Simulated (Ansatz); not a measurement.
# Electron–phonon scattering in Ir-W-W-Ir stack of (111) layers, part 2 of 4

Wanted: the electron–phonon coupling λ, α²F(ω) and the phonon-limited resistivity of Ir-W-W-Ir stack of (111) layers, on meshes from cheap to dear.

Ansatz 0.2.0; DFT LDA, scalar-relativistic, plane waves, PAW; PAW set soft_1.

So far. Step 5 (Tight relaxation): Little changed from the start: no atom moved by 0.005 Å and no cell edge by 0.1 %.

## Step 6: Phonons by linear response: q 2×2×1, k 6×6×1

Before any scattering is computed, the phonons show whether the structure is a minimum.

input.yaml reads:

```yaml
crystal:
  lattice:
    - [2.7169576908, 0.0, 0.0]
    - [-1.3584788454, 2.3529543812, 0.0]
    - [0.0, 0.0, 37.5918017562]
  atoms:
    - { symbol: Ir, position: [0.0, 0.0, 0.1490415193] }
    - { symbol: W, position: [0.3333333333, 0.6666666667, 0.2047287271] }
    - { symbol: W, position: [0.6666666667, 0.3333333333, 0.2713298592] }
    - { symbol: Ir, position: [0.0, 0.0, 0.327017067] }
  periodic: [true, true, false]
kpoints:
  mp_grid: { grid: [6, 6, 1] }
hamiltonian:
  xc: lda
  pseudopotentials: { kind: paw, azcp: { folder: soft_1 }, xc_functional: pbe }
scf:
  occupations: { method: methfessel_paxton, width: 0.2 }
output:
  eigenvalues: true
phonons:
  method: dfpt
  qmesh: [2, 2, 1]
  temperatures: { t_max: 1000, t_step: 50 }
  qpath:
    path:
      - [0.0, 0.0, 0.0]
      - [0.5, 0.0, 0.0]
      - [0.33333333, 0.33333333, 0.0]
      - [0.0, 0.0, 0.0]
    npoints: 10
```

Run with:

```sh
> ansatz run input.yaml --threads 4 --pin off --max-ram 12288MiB --backend cpu --events-out ev --progress --plain --runs-dir out
```

Numbers of over 12 decimals in the logs are rounded to 6 here.

Output:

```text
Warning: crystal.symmetry: narrowed to the stabiliser of the run's FFT grids — unitary ops 12 → 6. A phonons.method: dfpt run fills in the rows of the dynamical matrix that it does not solve by its symmetry operations, which is exact only for operations that map its FFT grids onto themselves: filled in by any other, the frequencies could depend on the order in which like atoms are typed, or, by more than the grids' own error, on where the crystal sits among the grids' points. Excluded: 6 operations. The run can therefore solve more perturbations, solve them on more k-points, or both, and cost more. [rest of the remark cut]
[...]
Crystal: 4 atoms, lattice volume = 240.320 Å³
Basis set: ecut = 420 eV, 4751 PW (Γ), exchange–correlation on 40×40×512 points (8 copies of the dense FFT grid, shifted against one another)
Bands: 38, of which v1, the nominal top of the filled ones, is band 31 counted from 1 (30 counted from 0)
Symmetry: 12 space group operations
k-points: 7 of 36 (irreducible under 6 space group operations, time reversal used)
[...]
SCF iter   1: F=—  HF=-43590.795026 eV  |F-HF|=—  |Δ(HF+E_count)|=         —  Δρ=3.38e-2  dr2=1.83e1  ethr=3.10e-3  ⟨swp⟩=15.1  Hψ=2057  notcnv=0
[...]
SCF iter   2: F=—  HF=-43598.765082 eV  |F-HF|=—  |Δ(HF+E_count)|=    7.97e0  S|Δr|=    0.00e0  Δρ=6.47e-2  dr2=2.43e2  ethr=3.10e-3  ⟨swp⟩=14.7  Hψ=3284  notcnv=0  recentre
automatic band count: the SCF goes on with 45 bands, as 38 were too few: they end inside the smearing window of the response
SCF iter   3: F=—  HF=-43589.409877 eV  |F-HF|=—  |Δ(HF+E_count)|=    9.36e0  S|Δr|=    0.00e0  Δρ=1.65e-2  dr2=4.55e0  ethr=3.10e-3  ⟨swp⟩=6.3  Hψ=1024  notcnv=0  defer=40
[...]
SCF iter  16: F=-43589.032830 eV  HF=-43589.032830 eV  |F-HF|=4.37e-11  |Δ(HF+E_count)|=   1.30e-9  S|Δr|=    0.00e0  Δρ=1.35e-8  dr2=8.21e-13  ethr=1.00e-12  ⟨swp⟩=13.0  Hψ=2045  notcnv=0
SCF 1 converged in 16 iterations: F = -43589.032830 eV  dr2 = 8.21e-13
[...]
phonons: the bands overlap, so this run is a metal and interpolates without the dipole-dipole term. If the crystal is really an insulator or semiconductor, its LO-TO splitting is missing
NSCF: frozen V_eff on 7 k-points
[...]
DFPT response loops at q = (0, 0, 0) (fractional): preconditioner auto → none (partly filled bands, converged f_vac=0.715); β = 0.50; Broyden in place of MSR1
[...]
SCF converged after 16 iterations
Stability not checked: this state was not tested for a lower state beside it, because cold or Methfessel-Paxton smearing, or corrected tetrahedra, fill the levels in a way that the test cannot read (fill_not_monotonic; see scf.lower_state_search)
an eigenvalue changed by more than its tolerance at an iteration that met the thresholds in force, so the SCF went on 1 time: the last check found none over its tolerance
Free energy (F): -43589.032830 eV
[...]
Internal energy: -43589.027170 eV  (E = F + TS)
E sigma→0 (E₀):  -43589.031415 eV
Entropy (-TS):   -0.005660 eV (-1.415 meV/atom)
Fermi energy:    -5.078868 eV
Step filling:    the computed levels leave a gap of 0.0400 eV = 0.2 smearing widths at the electron count; against every level under it full and every level over it empty, smearing changes F+E_penalty+E_count by -8.308 meV and its σ→0 estimate by -6.893 meV
[...]
--- Band table (eV; the first three rows and the last of 7) ---
  k-point 0: bands = [... 27 lower, -6.7472, -6.7472, -6.6908, -6.6908, -5.4298, -4.8759, -4.8759, -4.6464, ... 10 higher]
  k-point 1: bands = [... 27 lower, -7.3493, -6.7766, -6.5341, -6.4241, -6.1760, -5.8959, -4.4796, -4.4443, ... 10 higher]
  k-point 2: bands = [... 27 lower, -7.0605, -6.8614, -6.0095, -5.0958, -5.0558, -4.0165, -3.8007, -3.2210, ... 10 higher]
  k-point 6: bands = [... 27 lower, -7.0921, -7.0921, -4.7809, -4.4600, -4.4600, -4.0835, -3.7580, -1.4124, ... 10 higher]
  ° read free of the cell's end (the report's vacuum.weakly_bound_levels)
--- Phonons (Γ-DFPT): 8 representative perturbations + reference (Σ response iterations 39) ---
  ASR residual: 1.780e-4 → 0.000e0 eV/Å²; symmetrization residual: 1.668e-4 eV/Å²
  The last average, over the group as it would stand without the narrowing to the FFT grids, took up to 1.660e-5 eV/Å² of the zone centre's force constants
  ASR residual per site (eV/Å²): 7.29e-5 1.60e-4 1.78e-4 7.53e-5
  Γ frequencies (cm⁻¹): 0.00 0.00 0.00 32.63 32.63 103.00 118.35 118.35 122.27 122.27 200.98 248.66
--- Phonons (arbitrary-q DFPT): 2 irreducible q on the 2×2×1 mesh ---
  q = [0.0000, 0.0000, 0.0000] (star 1, of the zone-centre solve; hermiticity 1.46e-5, symmetrization 1.08e-12, taken by the last average 7.26e-7): -0.00 0.00 0.00 32.63 32.63 103.00 118.35 118.35 122.27 122.27 200.98 248.66
  q = [0.0000, -0.5000, 0.0000] (star 3, 12 solved perturbations on 13 of 36 k-point pairs; hermiticity 4.15e-6, symmetrization 1.96e-6, taken by the last average 1.53e-6): 119.69 122.58 138.48 143.52 143.57 147.96 169.84 172.36 192.84 198.65 228.21 229.17
  sum rule: each row above includes the acoustic sum rule's correction from the zone centre's row sums; it moved no ω² by more than (0.51 cm⁻¹)²
  mesh force constants: q→R imaginary residual 1.21e-17; ASR residual 1.780e-4 → 0.000e0 eV/Å²; symmetrization residual 1.776e-14 eV/Å²
  interpolated dispersion: 31 rows × 12 modes
  density of states and harmonic sums: on the 26×26×1 q-mesh, interpolated from the force constants of a 2×2×1 supercell (no non-analytic term)
  largest difference from the sums on the solved wave vectors: F 1.18e-1 eV, S 1.83e-4 and C_V 6.42e-5 eV/K
  zero-point energy: 0.114290 eV/cell   skipped modes (ω ≤ 0): 3   left out of the sums: 3.70e-4 of the cell's modes: C_V's classical limit lies that fraction below 3 k_B per atom; for a crystal, a wire or a layer, F and S can be off by more, and a phonons.interpolated_qmesh denser along its periods is the remedy for the sampling
```

Wall time 98 s (4 threads of Arm Neoverse V1, shared host); peak memory 0.95 GiB.

Reading the cycles: dr2 is the Hartree energy of the density residual (eV), the measure of convergence; HF is the Harris–Foulkes estimate of the energy, which meets the free energy F at convergence.

This step gave:

| Quantity | Value |
| --- | --- |
| zero point energy | 0.1143 eV/cell |
| share of imaginary modes in the plain interpolation between solved wavevectors | 0 |
| highest frequency, solved or plainly interpolated | 248.7 cm⁻¹ |

Solved on the 2×2×1 mesh alone; all other wavevectors are interpolated. Phonon branches along the path, in cm⁻¹:

```
  point  branch 1  branch 2  branch 3  branch 4  branch 9  branch 10  branch 11  branch 12
      Γ         0         0         0        33       122        122        201        249
halfway        84        87        88       120       171        181        203        231
      M       120       123       138       144       193        199        228        229
halfway       133       136       144       145       192        195        221        222
      K       143       143       159       159       198        198        204        205
halfway        92       101       110       127       178        188        204        225
      Γ         0         0         0        33       122        122        201        249
```

Among the solved wavevectors the lowest mode, translations apart, is 32.6 cm⁻¹, so these are real on this k mesh.

[end of part 2 of 4]

[Logs are printed without paths, hosts, clocks, repeated set-up lines and the standing remarks that a program may print on its own settings, such as how far it seeks lower states.]

[Hosts, paths, dates, database ids (printed as entryN), source tags and the programs' standing remarks are cut or masked in the printed files.]
